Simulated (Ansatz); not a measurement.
## BN (P6_3mc): least direct gap against volume

The cell of BN (P6_3mc) is scaled evenly and the response computed anew at each volume, on one mesh. The atoms keep their fractional positions.

Cell: a, b, c = 2.536, 2.536, 4.199 Å (primitive vectors), 4 atoms.

Method: Ansatz 0.2.0, PBE, independent particles, k-mesh 12×12×5 with interpolation inside its cells, Gaussian parameter 0.1 eV.

Launch of the response step: `ansatz run input.yaml --threads 4 --pin off --max-ram 8192MiB --backend cpu --events-out ev --progress --plain --runs-dir out`. The series took 5.4 min in all, on 4 threads of Intel(R) Xeon(R) Processor @ 2.50GHz (Skylake/Cascade Lake), with other jobs on the host.

| V/V₀ | V (Å³, primitive cell) | least direct gap (eV) |
| --- | --- | --- |
| 0.94 | 21.98 | 8.657 |
| 0.96 | 22.45 | 8.557 |
| 0.98 | 22.92 | 8.459 |
| 1.00 | 23.39 | 8.361 |
| 1.02 | 23.85 | 8.263 |
| 1.04 | 24.32 | ? |
| 1.06 | 24.79 | 8.065 |

For small changes the quantity should be close to linear in ln V.

Working, on the rows shown:

| x = ln(V/V₀) | y = least direct gap |
| --- | --- |
| -0.0618754 | 8.657 |
| -0.040822 | 8.557 |
| -0.0202027 | 8.459 |
| 0 | 8.361 |
| 0.0198026 | 8.263 |
| 0.0582689 | 8.065 |

Means: x̄ = -0.0074714, ȳ = 8.3937. Σ(x − x̄)(y − ȳ) = -0.04602, Σ(x − x̄)² = 0.009356. Slope = -0.04602 / 0.009356 = -4.919; intercept = ȳ − slope · x̄ = 8.3569. The line misses the rows shown by at most 0.0053 eV.

What does the fit predict for the withheld row, and how well does it do?

At x = 0.039221 the line gives y = 8.164 eV. The run gave 8.165 eV, so the interpolation is off by 0.001 eV, 0.2 % of the range in the table.

Between the rows on either side of x = 0 the slope is (8.263 − 8.459) / (0.019803 − (-0.020203)) = -4.899. That is a volume deformation potential of -4.9 eV: the least direct gap on this mesh widens by 49 meV for each per cent of compression. The cell comes from an older database entry, whose edges can be off by a per cent or so. PBE gaps are as a rule too small.
